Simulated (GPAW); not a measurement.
# HfO2 (Fm-3m): the O K absorption edge, part 2 of 3

What does one-electron theory with a core hole give for the O K edge of HfO2 (Fm-3m)?

GPAW 26.7.0; X-ray absorption from dipole matrix elements to empty bands, plane-wave PAW PBE.

So far. Step 2 (The field without a hole): The mesh shows a gap of 3.73 eV, so the hole is first treated in a charged cell, without the excited electron. Step 3 (Spectrum without a core hole, O atom 2): Main maxima below 24 eV (height): 0.8 eV (1.51), 4.8 eV (2.69), 9.2 eV (1.37), 13.1 eV (1.10) and 22.9 eV (1.02). A K edge sees empty p states; the first features are O p mixed into the empty d states of the Hf neighbours, and the broad ones above probably into the cations' higher empty bands.

## 5. Spectrum with FCH, O atom 2

The holes are 7.2 Å apart. In GPAW the data set carries the hole's charge, so charge=0 means a charged cell and charge=-1 a neutral one. The excited electron is left out and a uniform background balances the charge. After the field has converged, empty bands are computed with the density fixed and the dipole matrix elements are summed.

Input file xas.py:

```python
import numpy as np
from ase import Atoms
from ase.parallel import parprint, paropen
from gpaw import GPAW, PW, FermiDirac, Mixer, MixerDif, setup_paths
from gpaw.test import gen
setup_paths.insert(0, '.')
gen('O', name='fch1s', xcname='PBE', corehole=(1, 0, 1), write_xml=True)
from gpaw.mpi import world
world.barrier()

atoms = Atoms('Hf8O16',
    cell=[[0, 5.115, 5.115],
     [5.115, 0, 5.115],
     [5.115, 5.115, 0]],
    scaled_positions=[[0, 0, 0],
     [0, 0, 0.5],
     [0, 0.5, 0],
     [0.5, 0, 0],
     [0, 0.5, 0.5],
     [0.5, 0, 0.5],
     [0.5, 0.5, 0],
     [0.5, 0.5, 0.5],
     [0.375, 0.375, 0.375],
     [0.375, 0.375, 0.875],
     [0.375, 0.875, 0.375],
     [0.875, 0.375, 0.375],
     [0.375, 0.875, 0.875],
     [0.875, 0.375, 0.875],
     [0.875, 0.875, 0.375],
     [0.875, 0.875, 0.875],
     [0.125, 0.125, 0.125],
     [0.125, 0.125, 0.625],
     [0.125, 0.625, 0.125],
     [0.625, 0.125, 0.125],
     [0.125, 0.625, 0.625],
     [0.625, 0.125, 0.625],
     [0.625, 0.625, 0.125],
     [0.625, 0.625, 0.625]],
    pbc=True)
atoms.calc = calc = GPAW(legacy_gpaw=True, mode=PW(500), xc='PBE', setups={8: 'fch1s'},
    kpts={'size': (3, 3, 3), 'gamma': True}, occupations=FermiDirac(0.02),
    charge=0, mixer=Mixer(0.1, 5, 50), maxiter=150,
    convergence={'density': 0.0001}, txt='scf.txt')
energy = atoms.get_potential_energy() + calc.get_reference_energy()
ef = calc.get_fermi_level()
out = dict(energy=energy, fermi=ef, forces=atoms.get_forces().tolist())
parprint(f'all-electron energy {energy:.4f} eV, Fermi level {ef:.4f} eV')
ev = np.array([[calc.get_eigenvalues(k, s) for k in range(len(calc.get_ibz_k_points()))] for s in range(calc.get_number_of_spins())])
out['homo'], out['lumo'], out['counts'] = ev[ev < ef].max(), ev[ev > ef].min(), sorted(set((ev < ef).sum((0, 2)).tolist()))
out['filled'] = (ev[:, 0] < ef).sum(1).tolist()

from ase.units import Ha
from gpaw.xas import dipole_matrix_elements
nb = int(calc.get_number_of_electrons() / 2) + 202
top, nb = nb, nb + 8 + nb // 12
nscf = calc.fixed_density(kpts={'size': (4, 4, 4), 'gamma': True}, nbands=nb,
    convergence={'bands': top, 'eigenstates': 1e-5}, maxiter=60, txt='nscf.txt')
cell = atoms.cell.array
ops = [cell.T @ U.T @ np.linalg.inv(cell.T) for U in nscf.wfs.kd.symmetry.op_scc]
filled = [96]  # bands filled in the ground state, by spin
E = np.arange(-6, 34, 0.1)
fwhm = np.interp(E, [4, 25], [0.9, 3.5])
Y, X, zero, highest = 0, 0, 1e9, 1e9
for spin in range(nscf.get_number_of_spins()):
    wfs = nscf.wfs
    A = dipole_matrix_elements(wfs.setups[8])
    eps = np.zeros((wfs.kd.nibzkpts, nb))
    d = np.zeros((3, A.shape[1], wfs.kd.nibzkpts, nb), complex)
    for kpt in wfs.kpt_u:
        if kpt.s == spin and 8 in kpt.P_ani:
            eps[kpt.k] = kpt.eps_n * Ha
            d[:, :, kpt.k] = (kpt.weight * wfs.nspins / 2) ** 0.5 * np.inner(A, kpt.P_ani[8])
    world.sum(eps)
    world.sum(d)
    T = np.einsum('amkn,bmkn->abkn', d, d.conj()).real
    T = sum(np.einsum('ai,ijkn,bj->abkn', R, T, R) for R in ops) / len(ops)
    empty = np.ones_like(eps, bool) & (np.arange(nb) >= filled[spin])
    zero, highest = min(zero, eps[empty].min()), min(highest, eps[:, top - 1].min())
    lines = [(eps, T, empty)] if spin == 0 else lines + [(eps, T, empty)]
for eps, T, empty in lines:
    f = np.einsum('aakn->akn', T).reshape(3, -1)
    x = eps.ravel() - zero
    w = np.interp(x, E, fwhm) / 2.35482
    g = np.exp(-0.5 * ((E[:, None] - x) / w) ** 2) / (w * (2 * np.pi) ** 0.5)
    Y = Y + (f * empty.ravel()) @ g.T
    X = X + (f * ~empty.ravel()) @ g.T
out.update(E=E.round(2).tolist(), xas=Y.tolist(), xes=X.tolist(), zero=zero, valid=highest - zero, nk=len(eps), nb=nb)
for i in range(0, len(E), 10):
    parprint(f'{E[i]:7.2f}', *(f'{v:10.3e}' for v in Y[:, i]))
import json
with paropen('out.json', 'w') as f:
    json.dump(out, f)
```

The run is started by

```
$ OMP_NUM_THREADS=1 mpirun -n 4 gpaw python xas.py
```

Numbers of over 12 decimals in the logs are rounded to 6 here.

Output:

```text
Input parameters:
  convergence: {density: 0.0001}
  kpts: {gamma: True,
         size: (3, 3, 3)}
  maxiter: 150
  mixer: {backend: pulay,
          beta: 0.1,
          method: separate,
          nmaxold: 5,
          weight: 50}
  mode: {ecut: 500.0,
         name: pw}
  occupations: {fixmagmom: False,
                name: fermi-dirac,
                width: 0.02}
  setups: {8: fch1s}
  xc: PBE

Initialize ...

[... PAW data sets ...]

Reference energy: -3311187.760089  # eV

Spin-paired calculation

[... convergence settings ...]
Symmetries present (total): 6
  [... symmetry matrices ...]

27 k-points: 3 x 3 x 3 Monkhorst-Pack grid
6 k-points in the irreducible part of the Brillouin zone
       k-points in crystal coordinates                weights
   0:     0.00000000    0.00000000    0.00000000          1/27
   1:     0.33333333    0.00000000   -0.33333333          6/27
   2:     0.33333333    0.00000000    0.00000000          6/27
   3:     0.33333333    0.33333333   -0.33333333          6/27
   4:     0.33333333    0.33333333    0.00000000          6/27
   5:     0.33333333    0.33333333    0.33333333          2/27

Wave functions: Plane wave expansion
  Cutoff energy: 500.000 eV
  Number of coefficients (min, max): 6789, 6855
  Pulay-stress correction: 0.000000 eV/Ang^3 (de/decut=0.000000)
  Using FFTW library
  Wavefunction extrapolation:
    Improved wavefunction reuse through dual PAW basis

Occupation numbers: Fermi-Dirac:
  width: 0.0200  # eV

Eigensolver
   Davidson(niter=2)

Densities:
  Coarse grid: 40*40*40 grid
  Fine grid: 80*80*80 grid
  Total Charge: 1.000000

Density mixing:
  Method: separate
  Backend: pulay
  Linear mixing parameter: 0.1
  old densities: 5
  Width of damping distribution: 1.1
  Damping of long wavelength oscillations: 50

[... Hamiltonian set-up ...]
Number of atoms: 24
Number of atomic orbitals: 168
Number of bands in calculation: 120
Number of valence electrons: 192
Bands to converge: occupied

... initialized

Initializing position-dependent things.

Density initialized from atomic densities
Creating initial wave functions:
  120 bands from LCAO basis set

                                   O
                           O

                             O
                     O     O     O

                   O     O
                       Hf
               Hf    O     O
             O     O     O
                 Hf
                 O
         Hf        O Hf
             Hf
           O
               Hf
       Hf

Atomic positions and initial magnetic moments

Positions:
   0 Hf     0.000000    0.000000    0.000000    ( 0.0000,  0.0000,  0.0000)
   1 Hf     2.557500    2.557500    0.000000    ( 0.0000,  0.0000,  0.0000)
   2 Hf     2.557500    0.000000    2.557500    ( 0.0000,  0.0000,  0.0000)
   3 Hf     0.000000    2.557500    2.557500    ( 0.0000,  0.0000,  0.0000)
   4 Hf     5.115000    2.557500    2.557500    ( 0.0000,  0.0000,  0.0000)
   5 Hf     2.557500    5.115000    2.557500    ( 0.0000,  0.0000,  0.0000)
   6 Hf     2.557500    2.557500    5.115000    ( 0.0000,  0.0000,  0.0000)
[...]
21 O      3.836250    6.393750    3.836250    ( 0.0000,  0.0000,  0.0000)
  22 O      3.836250    3.836250    6.393750    ( 0.0000,  0.0000,  0.0000)
  23 O      6.393750    6.393750    6.393750    ( 0.0000,  0.0000,  0.0000)

Unit cell:
           periodic     x           y           z      points  spacing
  1. axis:    yes    0.000000    5.115000    5.115000    40     0.1477
  2. axis:    yes    5.115000    0.000000    5.115000    40     0.1477
  3. axis:    yes    5.115000    5.115000    0.000000    40     0.1477

  Lengths:   7.233702   7.233702   7.233702
  Angles:   60.000000  60.000000  60.000000

Effective grid spacing dv^(1/3) = 0.1611

iter:   1  -281.229466
iter:   2  -263.762445   -0.59  -0.88
iter:   3  -244.046174   +0.35  -0.97
iter:   4  -244.958338   -0.86  -1.35
iter:   5  -245.076944   -1.05  -1.44
iter:   6  -245.365925   -0.82  -1.87
iter:   7  -244.753890   -1.59  -1.99
iter:   8  -244.810878   -2.44  -2.18
iter:   9  -244.733979c  -2.30  -2.27
iter:  10  -244.724785c  -2.45  -2.65
iter:  11  -244.720866c  -3.56  -2.85
iter:  12  -244.720065c  -4.33  -3.04
iter:  13  -244.719943c  -4.25  -3.24
iter:  14  -244.719853c  -5.22  -3.48
iter:  15  -244.719898c  -5.81  -3.59
iter:  16  -244.719918c  -6.14  -3.71
iter:  17  -244.719925c  -6.39  -3.80
iter:  18  -244.719932c  -6.65  -3.97
iter:  19  -244.719930c  -6.70  -4.20c
iter:  20  -244.719929c  -7.02  -4.42c
iter:  21  -244.719929c  -7.63c -5.00c

Converged after 21 iterations.

Dipole moment: (-0.158658, -0.158658, -0.158658) |e|*Ang

Energy contributions relative to reference atoms: (reference = -3311187.760089)

Kinetic:        +81.929691
Potential:     -136.933549
External:        +0.000000
XC:            -188.869974
Entropy (-ST):   -0.000000
Local:           -0.846097
SIC:             +0.000000
--------------------------
Free energy:   -244.719929
Extrapolated:  -244.719929

Showing only first 2 kpts
 Kpt  Band  Eigenvalues  Occupancy
  0    94      8.11607    2.00000
  0    95      8.11607    2.00000
  0    96     11.81401    0.00000
  0    97     11.81401    0.00000

  1    94      7.56893    2.00000
  1    95      7.62344    2.00000
  1    96     12.27475    0.00000
[...]
Fermi level: 9.94186

Gap: 3.698 eV
Transition (v -> c):
  (s=0, k=0, n=95, [0.00, 0.00, 0.00]) -> (s=0, k=0, n=96, [0.00, 0.00, 0.00])
No difference between direct/indirect transitions

Forces in eV/Ang:
  0 Hf    0.16445    0.16445    0.16445
  1 Hf   -0.16444   -0.16444    0.16442
  2 Hf   -0.16444    0.16442   -0.16444
  3 Hf    0.16442   -0.16444   -0.16444
  4 Hf    1.76056   -1.76020   -1.76020
  5 Hf   -1.76020    1.76056   -1.76020
  6 Hf   -1.76020   -1.76020    1.76056
[...]
21 O     0.00028   -1.16314    0.00028
 22 O     0.00028    0.00028   -1.16314
 23 O     0.00025    0.00025    0.00025
Scalar-relativistic atomic PBE calculation for O (Oxygen, Z=8)
Core hole in 1s state (1s occupation: 1.0)
300 radial gridpoints.
|------------------------------------------------|
|------------------------------------------------|
[... the atom generator's iteration count ...]

Energy contributions:
-------------------------
Kinetic:      +54.482386
XC:            -6.221029
Potential:   -102.872811
-------------------------
Total:        -54.611454

state      eigenvalue         ekin         rmax
-----------------------------------------------
1s^1.0 :   -21.894578    30.998381        0.126
2s^2.0 :    -1.608483     4.112072        0.796
2p^4.0 :    -1.062351     3.814965        0.685
-----------------------------------------------
(units: Bohr and Hartree)

Generating PAW setup
Kinetic energy of the core from tauc = 31.023928
Cutoffs:
rc(s)=1.300
rc(p)=1.130
rc(d)=1.170
rc(vbar)=1.300
rc(comp)=1.260
rc(nct)=1.300

Kinetic energy of the core states: 30.998381
Charge: 1.0
Core electrons: 1.0
Valence electrons: 6.0
Pseudo-core charge: 0.000187
Shape function alpha=6.299
Pseudo-electron charge 5.288669
state    eigenvalue         norm
--------------------------------
2s(2) :    -1.608483     1.066038
*s    :    -0.608483
2p(4) :    -1.062351     0.789101
*p    :    -0.062351
*d    :     0.000000
--------------------------------

Diagonalizing with gridspacing h=0.050

state   all-electron     PAW
-------------------------------
2s:      -1.608483    -1.609927
2p:      -1.062351    -1.068630
*d:                   -0.061610
*f:                   -0.013338
-------------------------------
all-electron energy -3311432.4800 eV, Fermi level 9.9419 eV
[...]
31.00  3.345e-05  3.345e-05  3.345e-05
  32.00  4.254e-05  4.254e-05  4.254e-05
  33.00  5.418e-05  5.418e-05  5.418e-05
```

The job ended after 9.4 min (4 MPI ranks of Arm Neoverse V1, shared host; peak memory 0.71 GiB; 38 min of CPU time).

The O K spectrum, O atom 2, full core hole (charged cell) (energy from the lowest empty level; intensity scaled to a mean of 1 over the first 20 eV):

```csv
E (eV),intensity
-2.0,0.00
-1.5,0.00
-1.0,0.00
-0.5,0.09
0.0,0.80
0.5,1.60
1.0,0.85
1.5,0.25
2.0,0.23
2.5,0.64
3.0,1.59
3.5,2.89
4.0,3.75
4.5,2.36
5.0,1.24
5.5,0.91
6.0,0.79
6.5,0.71
7.0,0.69
7.5,0.70
8.0,0.90
8.5,1.18
9.0,1.22
9.5,0.97
10.0,0.66
10.5,0.49
11.0,0.53
11.5,0.72
12.0,0.96
12.5,1.12
13.0,1.14
13.5,1.04
14.0,0.89
14.5,0.76
15.0,0.70
15.5,0.72
16.0,0.76
16.5,0.81
17.0,0.82
17.5,0.80
18.0,0.74
18.5,0.68
19.0,0.65
19.5,0.66
20.0,0.70
20.5,0.77
21.0,0.85
21.5,0.92
22.0,0.98
22.5,0.99
23.0,0.96
23.5,0.88
24.0,0.77
24.5,0.65
25.0,0.54
25.5,0.45
26.0,0.38
26.5,0.35
27.0,0.34
27.5,0.34
28.0,0.36
28.5,0.38
29.0,0.40
29.5,0.43
30.0,0.45
30.5,0.48
31.0,0.52
31.5,0.58
32.0,0.66
```

Main maxima below 24 eV (height): 0.5 eV (1.60), 3.9 eV (3.76), 8.8 eV (1.24), 12.8 eV (1.15), 16.9 eV (0.83) and 22.4 eV (0.99). 

The hole costs E(hole) − E(ground) = 528.27 eV, and the lowest empty level of the hole cell on the spectrum's mesh lies at 11.81 eV, which puts the zero at 540.09 eV. One term is added: -8.91 eV, since the hole is spin-paired here and a spin-polarised one costs that much less in the free atom (computed apart). The photon energy is then 531.18 eV. The functional and the charged cell's background leave an error of a few eV in such absolute values.

## 6. Spectrum with XCH, O atom 2

The holes are 7.2 Å apart. In GPAW the data set carries the hole's charge, so charge=0 means a charged cell and charge=-1 a neutral one. The excited electron is kept in the cell, where it fills the lowest empty states and screens the hole. After the field has converged, empty bands are computed with the density fixed and the dipole matrix elements are summed.

Changed against the first core-hole run: core hole to XCH, with the smearing that suits a partly filled band.

Changes to xas.py since step 5:

```diff
@@ -40,4 +40,4 @@
 atoms.calc = calc = GPAW(legacy_gpaw=True, mode=PW(500), xc='PBE', setups={8: 'fch1s'},
-    kpts={'size': (3, 3, 3), 'gamma': True}, occupations=FermiDirac(0.02),
-    charge=0, mixer=Mixer(0.1, 5, 50), maxiter=150,
+    kpts={'size': (3, 3, 3), 'gamma': True}, occupations=FermiDirac(0.04),
+    charge=-1, mixer=Mixer(0.1, 5, 50), maxiter=150,
     convergence={'density': 0.0001}, txt='scf.txt')
```

Output:

```text
Input parameters:
  charge: -1
  convergence: {density: 0.0001}
  kpts: {gamma: True,
         size: (3, 3, 3)}
  maxiter: 150
  mixer: {backend: pulay,
          beta: 0.1,
          method: separate,
          nmaxold: 5,
          weight: 50}
  mode: {ecut: 500.0,
         name: pw}
  occupations: {fixmagmom: False,
                name: fermi-dirac,
                width: 0.04}
  setups: {8: fch1s}
  xc: PBE

[...]
*p    :    -0.062351
*d    :     0.000000
--------------------------------

Diagonalizing with gridspacing h=0.050

state   all-electron     PAW
-------------------------------
2s:      -1.608483    -1.609927
2p:      -1.062351    -1.068630
*d:                   -0.061610
*f:                   -0.013338
-------------------------------
all-electron energy -3311420.4588 eV, Fermi level 12.1232 eV
[...]
32.00  4.149e-05  4.149e-05  4.149e-05
  33.00  5.329e-05  5.329e-05  5.329e-05
[key lines of the parts left out:]
Converged after 23 iterations.
Dipole moment: (-0.128315, -0.128315, -0.128315) |e|*Ang
Free energy:   -232.728133
Fermi level: 12.12320
```

Wall time 9.6 min (4 MPI ranks); peak memory 0.71 GiB.

```csv
E (eV),first run,this run
-2.0,0.00,0.00
-1.0,0.00,0.00
0.0,0.80,0.71
1.0,0.85,0.99
2.0,0.23,0.18
3.0,1.59,1.32
4.0,3.75,3.67
5.0,1.24,1.53
6.0,0.79,0.86
7.0,0.69,0.65
8.0,0.90,0.88
9.0,1.22,1.21
10.0,0.66,0.68
11.0,0.53,0.56
12.0,0.96,0.97
13.0,1.14,1.10
14.0,0.89,0.85
15.0,0.70,0.69
16.0,0.76,0.76
17.0,0.82,0.82
18.0,0.74,0.73
19.0,0.65,0.65
20.0,0.70,0.71
21.0,0.85,0.86
22.0,0.98,0.99
23.0,0.96,0.97
24.0,0.77,0.77
25.0,0.54,0.53
26.0,0.38,0.39
27.0,0.34,0.34
28.0,0.36,0.36
29.0,0.40,0.41
30.0,0.45,0.45
31.0,0.52,0.51
32.0,0.66,0.65
```

The scaled spectrum changes by 10 % r.m.s. The highest intensity below 16 eV goes from 3.9 eV (3.76) to 4.1 eV (3.69).

The photon energy of the zero moves by +0.21 eV.

## 7. Supercell without a hole, the energy reference

The cell and mesh change for the next run, so it gets a reference energy of its own.

Input file scf.py:

```python
import numpy as np
from ase import Atoms
from ase.parallel import parprint, paropen
from gpaw import GPAW, PW, FermiDirac, Mixer, MixerDif, setup_paths
from gpaw.test import gen
setup_paths.insert(0, '.')
gen('O', name='nch1s', xcname='PBE', corehole=(1, 0, 0), write_xml=True)
from gpaw.mpi import world
world.barrier()

atoms = Atoms('Hf4O8',
    cell=[[0, 0, 5.115],
     [5.115, 0, 0],
     [0, 5.115, 0]],
    scaled_positions=[[0, 0, 0],
     [0, 0.5, 0.5],
     [0.5, 0.5, 0],
     [0.5, 0, 0.5],
     [0.75, 0.75, 0.75],
     [0.75, 0.25, 0.25],
     [0.25, 0.25, 0.75],
     [0.25, 0.75, 0.25],
     [0.25, 0.25, 0.25],
     [0.25, 0.75, 0.75],
     [0.75, 0.75, 0.25],
     [0.75, 0.25, 0.75]],
    pbc=True)
atoms.calc = calc = GPAW(legacy_gpaw=True, mode=PW(500), xc='PBE', setups={4: 'nch1s'},
    kpts={'size': (4, 4, 4), 'gamma': True}, occupations=FermiDirac(0.02),
    charge=0, mixer=Mixer(0.1, 5, 50), maxiter=150,
    convergence={'density': 0.0001}, txt='scf.txt')
energy = atoms.get_potential_energy() + calc.get_reference_energy()
ef = calc.get_fermi_level()
out = dict(energy=energy, fermi=ef, forces=atoms.get_forces().tolist())
parprint(f'all-electron energy {energy:.4f} eV, Fermi level {ef:.4f} eV')
ev = np.array([[calc.get_eigenvalues(k, s) for k in range(len(calc.get_ibz_k_points()))] for s in range(calc.get_number_of_spins())])
out['homo'], out['lumo'], out['counts'] = ev[ev < ef].max(), ev[ev > ef].min(), sorted(set((ev < ef).sum((0, 2)).tolist()))
out['filled'] = (ev[:, 0] < ef).sum(1).tolist()
import json
with paropen('out.json', 'w') as f:
    json.dump(out, f)
```

The run is started by

```
$ OMP_NUM_THREADS=1 mpirun -n 4 gpaw python scf.py
```

Output:

```text
Input parameters:
  convergence: {density: 0.0001}
  kpts: {gamma: True,
         size: (4, 4, 4)}
  maxiter: 150
  mixer: {backend: pulay,
          beta: 0.1,
          method: separate,
          nmaxold: 5,
          weight: 50}
  mode: {ecut: 500.0,
         name: pw}
  occupations: {fixmagmom: False,
                name: fermi-dirac,
                width: 0.02}
  setups: {4: nch1s}
  xc: PBE

Initialize ...

[...]
2s(2) :    -0.880545     1.081993
*s    :     0.119455
2p(4) :    -0.331818     0.878848
*p    :     0.668182
*d    :     0.000000
--------------------------------

Diagonalizing with gridspacing h=0.050

state   all-electron     PAW
-------------------------------
2s:      -0.880545    -0.881653
2p:      -0.331818    -0.335594
*d:                    0.049820
*f:                    0.077145
-------------------------------
all-electron energy -1655980.3749 eV, Fermi level 9.3318 eV
[key lines of the parts left out:]
Converged after 24 iterations.
Dipole moment: (0.000000, 0.000000, 0.000000) |e|*Ang
Free energy:   -109.095294
Fermi level: 9.33176
```

Elapsed: 44 s, on 4 MPI ranks; peak memory 0.25 GiB.

Reference energy: -1655980.375 eV with the cores included.

(Part 2 of 3 ends here.)

[Banner, clock and machine lines of the logs are left out without a mark of their own.]

[Logs are printed without paths, hosts, clocks, repeated set-up lines and the standing remarks that a program may print on its own settings, such as how far it seeks lower states.]

[Hosts, paths, dates, database ids (printed as entryN), source tags and the programs' standing remarks are cut or masked in the printed files.]

[Lists of maxima count a maximum above −3 eV only where it reaches 4 % of the highest in the window and stands out from its surroundings by 2 % of it (1.5 % where it reaches 55 %); shoulders and weaker maxima are passed over, and of the rest the first, up to two pre-edge ones and the few strongest are named.]
